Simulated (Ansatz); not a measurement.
# GaP (F-43m): zone-centre modes under pressure, part 3 of 3

Wanted: Grüneisen parameters and pressure coefficients of the modes of GaP (F-43m).

Ansatz 0.2.0; DFT LDA, scalar-relativistic, plane waves, PAW; PAW set soft_1.

So far, gap on the k-mesh (eV): step 2 (bringing the structure to rest) 1.43; step 3 (tight relaxation) 1.39; step 5 (ground state of a member: 1.06 times the volume at rest) 1.40; step 6 (zone-centre modes of the member: 1.06 times the volume at rest) 1.40.

## (7) Ground state of a member: 0.9 times the volume at rest

The cell is set to 0.9 times the volume at rest; symmetry leaves nothing else free, so this is a single point.

input.yaml

```yaml
crystal:
  lattice:
    - [0.0, 2.6026752508, 2.6026752508]
    - [2.6026752508, 0.0, 2.6026752508]
    - [2.6026752508, 2.6026752508, 0.0]
  atoms:
    - { symbol: P, position: [0.75, 0.75, 0.75] }
    - { symbol: Ga, position: [0.0, 0.0, 0.0] }
kpoints:
  mp_grid: { grid: [12, 12, 12] }
hamiltonian:
  xc: lda
  pseudopotentials: { kind: paw, azcp: { folder: soft_1 }, xc_functional: pbe }
scf:
  occupations: { method: gaussian, width: 0.02 }
output:
  forces: true
  stress: true
  eigenvalues: true
```

Started as:

```console
$ ansatz run input.yaml --threads 4 --pin off --max-ram 10240MiB --backend cpu --events-out ev --progress --plain --runs-dir out
```

Numbers of over 12 decimals in the logs are rounded to 6 here.

Output:

```text
[...]
Crystal: 2 atoms, lattice volume = 35.261 Å³
Basis set: ecut = 420 eV, 701 PW (Γ)
Bands: 13, of which v1, the nominal top of the filled ones, is band 9 counted from 1 (8 counted from 0)
Symmetry: 24 space group operations
[...]
k-points: 72 of 1728 (time reversal used)
[...]
--- Band table (eV; the first three rows and the last of 72) ---
  k-point 0: bands = [... 5 lower, -4.9452, 8.6999, 8.6999, 8.6999, 11.4782, 12.4207, 12.4207, 12.4207]
  k-point 1: bands = [... 5 lower, -4.8354, 7.7702, 8.5581, 8.5581, 11.7458, 12.6275, 12.6275, 12.8339]
  k-point 2: bands = [... 5 lower, -4.5164, 6.1125, 8.2337, 8.2337, 11.5044, 13.0721, 13.0721, 14.1726]
  k-point 71: bands = [... 5 lower, -1.1030, 1.4148, 4.3754, 4.4980, 13.3150, 14.0420, 14.6606, 15.0510]
[key lines of the parts left out:]
SCF converged after 7 iterations
Free energy (F): -4433.639472 eV
Fermi energy:    9.286914 eV
P = ⅓ Tr σ = 11.9810 GPa (119.810 kbar)
```

The job ended after 1.1 s (4 threads of Arm Neoverse V1, shared host; peak memory 0.32 GiB).

Numbers from this step:

```yaml
pressure: 11.98 GPa
gap_on_the_k_mesh: 1.174 eV
volume_per_atom: 17.63 Å³
```

The forces vanish by symmetry, at a pressure of 11.98 GPa.

Between step 5 and this run (volume ratio 0.9) the value for the gap on the k-mesh moves from 1.40 eV to 1.17 eV.

## (8) Modes of this member: 0.9 times the volume at rest

The zone-centre modes follow for 0.9 times the volume at rest, with the response to a field.

Edit input.yaml of step 7 so:

```diff
@@ -14,6 +14,8 @@
 scf:
-  occupations: { method: gaussian, width: 0.02 }
+  occupations: { method: fixed }
 output:
-  forces: true
-  stress: true
   eigenvalues: true
+phonons:
+  method: dfpt
+  dielectric: true
+  rigid_motions: translations
```

Output:

```text
[...]
Crystal: 2 atoms, lattice volume = 35.261 Å³
Basis set: ecut = 420 eV, 701 PW (Γ), exchange–correlation on 50×50×50 points (8 copies of the dense FFT grid, shifted against one another)
Bands: 13, of which v1, the nominal top of the filled ones, is band 9 counted from 1 (8 counted from 0)
Symmetry: 24 space group operations
k-points: 280 of 1728 (irreducible under 4 space group operations, time reversal used)
[...]
optical modes at Γ + LO–TO along q̂ = [1.0000, 0.0000, 0.0000]:
      ω (cm⁻¹)  modes    IR ((D/Å)²/amu)
[...]
optical modes at Γ + LO–TO along q̂ = [0.0000, 1.0000, 0.0000]:
      ω (cm⁻¹)  modes    IR ((D/Å)²/amu)
        414.51      2             7.5627
        440.95      1             3.7813
  optical modes at Γ + LO–TO along q̂ = [0.0000, 0.0000, 1.0000]:
      ω (cm⁻¹)  modes    IR ((D/Å)²/amu)
        414.51      2             7.5627
        440.95      1             3.7813
[key lines of the parts left out:]
SCF converged after 8 iterations
Free energy (F): -4433.639473 eV
Fermi energy:    8.699932 eV
```

The job ended after 32 s (4 threads; peak memory 0.73 GiB; 2 min of CPU time).

Numbers from this step:

```yaml
sum_rule_residual_before_enforcement: 8.84e-5 eV/Å²
miss_of_the_charge_sum_rule: 1.97e-4 e
estimated_error_of_the_dielectric_tensor: 0.02763
estimated_error_of_the_born_charges: 0.01359 e
highest_optical_mode_at_the_zone_centre_no_lo_to_term: 414.5 cm⁻¹
lowest_optical_zone_centre_mode: 414.5 cm⁻¹
mean_high_frequency_dielectric_constant: 10.11
largest_born_charge_third_of_the_trace: -1.875 e
mean_static_dielectric_constant: 11.44
top_of_the_zone_centre_spectrum_with_the_field: 440.9 cm⁻¹
```

Without the LO-TO term. Patterns of degenerate modes are one choice out of their space. Modes at Γ, with each element's share of the kinetic energy:

```tsv
mode	frequency (cm⁻¹)	symmetry	P %	Ga %
1	0.0	acoustic	31	69
2	0.0	acoustic	31	69
3	0.0	acoustic	31	69
4	414.5	T2	69	31
5	414.5	T2	69	31
6	414.5	T2	69	31
```

Transverse modes. Lines of the infrared spectrum (strongest = 100):

```tsv
position (cm⁻¹)	label	relative intensity
414	T2	100
```

The optical mode without the LO-TO term lies at 414.5 cm⁻¹.

## (9) All members side by side

The members are set side by side, also those not shown above.

Each row is one cell with its response, relaxed at fixed volume as far as symmetry leaves anything free; energies are extrapolated to zero smearing, and E0 is that at rest; shape and atoms are relaxed in each cell where symmetry leaves them free. State of the crystal along the series:

```tsv
volume ratio	V (Å³/atom)	pressure (GPa)	E - E0 (meV/atom)	gap on mesh (eV)	ε∞	ε0	largest Born charge in size, a third of the trace (e)	top mode with the field, highest of q along x, y and z (cm⁻¹)
0.9	17.63	11.98	66.64	1.174	10.11	11.44	1.875	440.9
0.92	18.02	9.037	41.01	1.223	10.19	11.61	1.911	431.1
0.94	18.41	6.398	22.2	1.268	10.27	11.8	1.946	421.6
0.96	18.81	4.03	9.501	1.31	10.38	12	1.98	412.5
0.98	19.2	1.907	2.291	1.35	10.5	12.23	2.014	403.8
0.99	19.39	0.9285	0.5638	1.369	10.56	12.35	2.03	399.5
1	19.59	0.002335	0	1.387	10.64	12.48	2.047	395.3
1.02	19.98	-1.704	2.119	1.421	10.79	12.75	2.079	387.1
1.04	20.37	-3.233	8.192	1.452	10.97	13.05	2.111	379.2
1.06	20.77	-4.602	17.8	1.4	11.17	13.37	2.142	371.6
```

Without the LO-TO term; each mode is tracked from rest by its pattern, and modes that stay within 0.3 cm⁻¹ of each other stand once; shape and atoms are relaxed in each cell where symmetry leaves them free. Optical modes along the series:

```tsv
V (Å³/atom)	mode 4 T2 (cm⁻¹)
17.63	414.5
18.02	403.8
18.41	393.5
18.81	383.6
19.2	374.1
19.39	369.5
19.59	365
19.98	356.2
20.37	347.8
20.77	339.6
```

From cubic fits (parabolas where under five rows exist) of ln ω and P against ln V through the rows within about 4 % of rest: γ = −d ln ω / d ln V and dω/dP = γ ω / B. Slopes at rest:

```tsv
mode	fitted frequency at rest (cm⁻¹)	Grüneisen parameter γ	dω/dP (cm⁻¹/GPa)
mode 4 T2	365	1.22	4.96
longitudinal mode	395.3	1.05	4.61
```

## (10) Results

```yaml
members: 10
highest_optical_mode_at_the_zone_centre_no_lo_to_term_at_rest: 365.0 cm⁻¹
bulk_modulus_at_rest: 90.0 GPa
mode_4_t2_gamma: 1.22
longitudinal_mode_gamma: 1.05
```

In words: The series spans -4.6 to 12.0 GPa, and the slope at rest gives a bulk modulus of 90 GPa. The transverse optical mode has γ = 1.22 and moves by 5.0 cm⁻¹ for each GPa, the longitudinal one has γ = 1.05 and moves by 4.6. ε∞ is 10.64 at rest, with d ln ε∞ / d ln V = 0.69. One k mesh and one cutoff serve the ground states and modes of all volumes; the field response picks its own mesh. With the field response the log warns that the k mesh is coarse for the force constants too, so the frequencies are to be taken as unconverged. These are harmonic frequencies at zero temperature: anharmonic shifts, linewidths and thermal expansion are left out. The PAW files were made for PBE; the program adapts parts of them to the functional of the run, but their partial waves stay those of PBE, an approximation that was not tested in this session. Only the zone centre was solved, so an instability at another wavevector cannot show here.

[Logs are printed without paths, hosts, clocks, repeated set-up lines and the standing remarks that a program may print on its own settings, such as how far it seeks lower states.]

[Hosts, paths, dates, database ids (printed as entryN), source tags and the programs' standing remarks are cut or masked in the printed files.]
